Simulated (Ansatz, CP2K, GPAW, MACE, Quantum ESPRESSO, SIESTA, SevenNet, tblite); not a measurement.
## Random rock-salt alloy of CaS and PbS (64 atoms): runs against a plane-wave reference

The cell holds 64 atoms: 20 Pb, 32 S and 12 Ca. Cell: a = 11.688 Å, b = 11.688 Å, c = 11.688 Å, α = 90.0°, β = 90.0°, γ = 90.0°. It derives from CaS (rock-salt), repeated 2×2×2. Rock-salt CaS, 2 x 2 x 2 conventional cells, 20 of 32 Ca sites given to Pb at random (x = 0.625), lattice by Vegard's rule (a = 5.844 Å); not relaxed, displaced by a Gaussian of 0.02 Å. Then every atom was moved at random, 0.05 Å r.m.s. a Cartesian component.

Geometry: as built.

The reference, a calculation:

```
method                                           : Kohn-Sham DFT, PBE, SSSP efficiency 1.3.0 pseudopotentials, plane waves (Quantum ESPRESSO 7.5); sssp-pbe-1.3.0-efficiency, cutoffs 45/360 Ry, Γ point
r.m.s. force component                           : 0.3359 eV/Å
longest force                                    : 1.231 eV/Å
pressure                                         : 3.294 GPa
gap (highest filled to lowest empty level) : 1.077 eV
time                                             : 7.7 min on 4 MPI ranks of Arm Neoverse V2, shared host
CPU time                                         : 31 min
```

Runs, in no order:
A. CP2K PBE, DZVP-UZH, 600/20 Ry, diagonalisation: Kohn-Sham DFT, PBE, GTH-PBE pseudopotentials, Gaussian and plane waves, DZVP-MOLOPT (UZH set), diagonalisation
B. CP2K PBE, DZVP-MOLOPT (SR for Pb, Ca), 600/50 Ry, diagonalisation: Kohn-Sham DFT, PBE, GTH-PBE pseudopotentials, Gaussian and plane waves, DZVP-MOLOPT-GTH, diagonalisation
C. MACE MP-0b3 medium potential: machine-learned interatomic potential MACE MP-0b3 medium, trained on PBE(+U) plane-wave data
D. SIESTA VV10, PBE potentials, DZP, shift 0.01 Ry, mesh 300 Ry: Kohn-Sham DFT, VV10, PseudoDojo 0.4.1 norm-conserving pseudopotentials (converted to PSML), numerical atomic orbitals (DZP), diagonalisation

**Question.** Rank the runs by how far their forces lie from the reference's, least first.

B, A, C, D.

| run | Δ force, r.m.s. (meV/Å) | share of r.m.s. force (%) | CPU time |
| --- | --- | --- | --- |
| B. CP2K PBE, DZVP-MOLOPT (SR for Pb, Ca), 600/50 Ry, diagonalisation | 19.0 | 5.65 | 5 min |
| A. CP2K PBE, DZVP-UZH, 600/20 Ry, diagonalisation | 27.4 | 8.15 | 2.6 min |
| C. MACE MP-0b3 medium potential | 82.8 | 24.7 | 6.6 s |
| D. SIESTA VV10, PBE potentials, DZP, shift 0.01 Ry, mesh 300 Ry | 125 | 37.3 | 11 min |

Machine-learned potentials mimic data converged in k, so the reference's own k-point error enters their differences. The electronic-structure runs sample only Γ, in a cell whose shortest periodic width is 12 Å.

[Logs are printed without paths, hosts, clocks, repeated set-up lines and the standing remarks that a program may print on its own settings, such as how far it seeks lower states.]

[Hosts, paths, dates, database ids (printed as entryN), source tags and the programs' standing remarks are cut or masked in the printed files.]
